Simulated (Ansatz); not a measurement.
# Phonons of TiSi2 (Cmcm) against volume, part 3 of 3

Aim: how do the optical modes of TiSi2 (Cmcm) move with volume?

Ansatz 0.2.0; DFT PBEsol, scalar-relativistic, plane waves, PAW; PAW set soft_1.

So far, highest optical mode at the zone centre (no LO-TO term) (cm⁻¹): step 4 (modes at rest) 466; step 6 (volume ratio 1.06) 436.

## (8) Modes of this member: 0.9 times the volume at rest

The zone-centre modes follow for 0.9 times the volume at rest.

input.yaml reads:

```yaml
crystal:
  lattice:
    - [1.7078917115, -6.3496533524, 0.0]
    - [1.7078917115, 6.3496533524, 0.0]
    - [0.0, 0.0, 3.462155892]
  atoms:
    - { symbol: Si, position: [0.5627201118, 0.4372798882, 0.75] }
    - { symbol: Si, position: [0.4372798882, 0.5627201118, 0.25] }
    - { symbol: Si, position: [0.2493568574, 0.7506431426, 0.75] }
    - { symbol: Si, position: [0.7506431426, 0.2493568574, 0.25] }
    - { symbol: Ti, position: [0.8994596881, 0.1005403119, 0.75] }
    - { symbol: Ti, position: [0.1005403119, 0.8994596881, 0.25] }
kpoints:
  mp_grid: { grid: [12, 12, 12] }
hamiltonian:
  xc: pbesol
  pseudopotentials: { kind: paw, azcp: { folder: soft_1 }, xc_functional: pbe }
scf:
  occupations: { method: methfessel_paxton, width: 0.2 }
output:
  eigenvalues: true
phonons:
  method: dfpt
```

Started as:

```sh
$ ansatz run input.yaml --threads 8 --pin off --max-ram 16384MiB --backend cpu --events-out ev --progress --plain --runs-dir out
```

Numbers of over 12 decimals in the logs are rounded to 6 here.

The log of the run:

```text
[...]
Crystal: 6 atoms, lattice volume = 75.091 Å³
Basis set: ecut = 420 eV, 1455 PW (Γ), exchange–correlation on 90×90×48 points (8 copies of the dense FFT grid, shifted against one another)
Bands: 26, of which v1, the nominal top of the filled ones, is band 20 counted from 1 (19 counted from 0)
Symmetry: 8 space group operations
k-points: 301 of 1728 (irreducible under 4 space group operations, time reversal used)
[...]
k-point 2: bands = [... 16 lower, 12.6505, 12.7915, 13.5669, 14.6580, 15.0794, 15.3766, 16.7346, 16.7632, ... 2 higher]
  k-point 300: bands = [... 16 lower, 12.3860, 12.3860, 13.7874, 13.7874, 15.6832, 15.6832, 16.6742, 16.6742, ... 2 higher]
[...]
ASR residual: 2.646e-5 → 0.000e0 eV/Å²; symmetrization residual: 2.289e-6 eV/Å²
  ASR residual per site (eV/Å²): 1.43e-5 1.43e-5 1.38e-5 1.38e-5 2.65e-5 2.65e-5
[...]
[key lines of the parts left out:]
SCF converged after 10 iterations
Free energy (F): -7437.379063 eV
Fermi energy:    14.820831 eV
```

Elapsed: 77 s, on 8 threads of Arm Neoverse V2, shared host; peak memory 2.3 GiB.

Numbers from this step:

| Quantity | Value |
| --- | --- |
| sum-rule residual before enforcement | 2.65e-5 eV/Å² |
| highest optical mode at the zone centre (no LO-TO term) | 524.4 cm⁻¹ |
| lowest optical zone-centre mode | 232.9 cm⁻¹ |

Patterns of degenerate modes are one choice out of their space. Modes at Γ, with each element's share of the kinetic energy:

```csv
mode,frequency (cm⁻¹),symmetry,Si %,Ti %
1,0.0,acoustic,54,46
2,0.0,acoustic,54,46
3,0.0,acoustic,54,46
4,232.9,B1u,90,10
5,236.2,B1g,43,57
6,236.5,B3u,90,10
7,266.3,B2u,78,22
8,272.6,B3g,19,81
9,311.6,Ag,100,0
10,366.7,Ag,27,73
11,398.8,Ag,73,27
12,409.4,B2u,68,32
13,414.4,B1g,75,25
14,429.6,B3g,99,1
15,436.4,B1g,81,19
16,440.6,B1u,56,44
17,470.6,B3u,56,44
18,524.4,B3g,82,18
```

The lowest optical mode is real, 233 cm⁻¹, and the highest lies at 524.4 cm⁻¹.

For the highest optical mode at the zone centre (no LO-TO term), step 4 gave 466 cm⁻¹; this run, with volume ratio 0.9, gives 524 cm⁻¹ (+13 %).

## (9) The series together

The members are set side by side, also those not shown above.

Each row is one cell with its response, relaxed at fixed volume as far as symmetry leaves anything free; energies are extrapolated to zero smearing, and E0 is that at rest; shape and atoms are relaxed in each cell where symmetry leaves them free; all runs use 12×12×12 k points and Methfessel-Paxton smearing of 0.2 eV. State of the crystal along the series:

```csv
volume ratio,V (Å³/atom),pressure (GPa),E - E0 (meV/atom),first cell vector (Å),third cell vector (Å)
0.9,12.52,18.18,71.84,6.575,3.462
0.92,12.79,13.72,44.23,6.64,3.483
0.94,13.07,9.72,23.96,6.705,3.502
0.96,13.35,6.127,10.26,6.77,3.521
0.98,13.63,2.9,2.477,6.836,3.539
0.99,13.77,1.412,0.6098,6.868,3.548
1,13.91,0.001056,0,6.901,3.556
1.02,14.18,-2.607,2.295,6.967,3.573
1.04,14.46,-4.952,8.878,7.033,3.589
1.06,14.74,-7.062,19.32,7.099,3.604
```

Each mode is tracked from rest by its pattern, and modes that stay within 0.3 cm⁻¹ of each other stand once; the 10 lowest of 15 levels; shape and atoms are relaxed in each cell where symmetry leaves them free; all runs use 12×12×12 k points and Methfessel-Paxton smearing of 0.2 eV. Optical modes along the series:

```csv
V (Å³/atom),mode 4 B1g (cm⁻¹),mode 5 to B1u (cm⁻¹),mode 6 (cm⁻¹),mode 7 B2u (cm⁻¹),mode 8 B3g (cm⁻¹),mode 9 Ag (cm⁻¹),mode 10 Ag (cm⁻¹),mode 11 to Ag (cm⁻¹),mode 12 to B2u (cm⁻¹),mode 13 B1g (cm⁻¹)
12.52,236.2,232.9,236.5,266.3,272.6,311.6,366.7,398.8,409.4,414.4
12.79,228,226.4,229.2,258.4,264.6,303.7,356.4,386.9,396.8,401.3
13.07,220,220.1,222.3,250.8,256.7,296.2,345.8,376,384.5,388.6
13.35,212.2,214.1,215.8,243.5,249,289.1,335.1,366.1,372.7,376.5
13.63,204.8,208.4,209.5,236.3,241.4,282.2,324.4,356.9,361.2,364.7
13.77,201.1,205.7,206.5,232.9,237.6,278.9,319,352.7,355.6,359
13.91,197.6,202.9,203.6,229.5,233.9,275.7,313.6,348.6,350.2,353.4
14.18,190.7,197.7,197.9,222.8,226.4,269.5,302.9,340.9,339.5,342.3
14.46,184.2,192.6,192.4,216.4,219.1,263.6,292.3,333.6,329.1,331.3
14.74,178,187.8,187.2,210.2,211.7,258,281.9,326.9,319.2,320.3
```

From cubic fits (parabolas where under five rows exist) of ln ω and P against ln V through the rows within about 4 % of rest: γ = −d ln ω / d ln V and dω/dP = γ ω / B. Slopes at rest:

```csv
mode,fitted frequency at rest (cm⁻¹),Grüneisen parameter γ,dω/dP (cm⁻¹/GPa)
mode 4 B1g,197.6,1.78,2.55
mode 5 to B1u,202.9,1.33,1.96
mode 6,203.6,1.43,2.11
mode 7 B2u,229.5,1.47,2.46
mode 8 B3g,233.9,1.6,2.71
mode 9 Ag,275.7,1.15,2.31
mode 10 Ag,313.6,1.72,3.92
mode 11 to Ag,348.6,1.15,2.92
mode 12 to B2u,350.2,1.55,3.96
mode 13 B1g,353.4,1.58,4.07
mode 14 B3g,360.2,1.76,4.62
mode 15 B1g,362.2,1.79,4.73
mode 16 B1u,379.4,1.49,4.12
```

## (10) Outcome

- members: 10
- highest optical mode at the zone centre (no LO-TO term), at rest: 465.9 cm⁻¹
- bulk modulus at rest: 138 GPa
- mode 13 B1g, γ: 1.58
- mode 14 B3g, γ: 1.76
- mode 15 B1g, γ: 1.79
- mode 16 B1u, γ: 1.49

**Reading.** The series spans -7.1 to 18.2 GPa, and the slope at rest gives a bulk modulus of 138 GPa. Among the modes in the table of slopes γ runs from 1.15 (mode 9 Ag) to 1.79 (mode 15 B1g). One k mesh and one cutoff serve the ground states and modes of all volumes. These are harmonic frequencies at zero temperature: anharmonic shifts, linewidths and thermal expansion are left out. With no gap, or one that is small against the smearing, the frequencies hang on the k mesh and the smearing, most of all near Kohn anomalies. The PAW files were made for PBE; the program adapts parts of them to the functional of the run, but their partial waves stay those of PBE, an approximation that was not tested in this session. Only the zone centre was solved, so an instability at another wavevector cannot show here.

[Logs are printed without paths, hosts, clocks, repeated set-up lines and the standing remarks that a program may print on its own settings, such as how far it seeks lower states.]

[Hosts, paths, dates, database ids (printed as entryN), source tags and the programs' standing remarks are cut or masked in the printed files.]
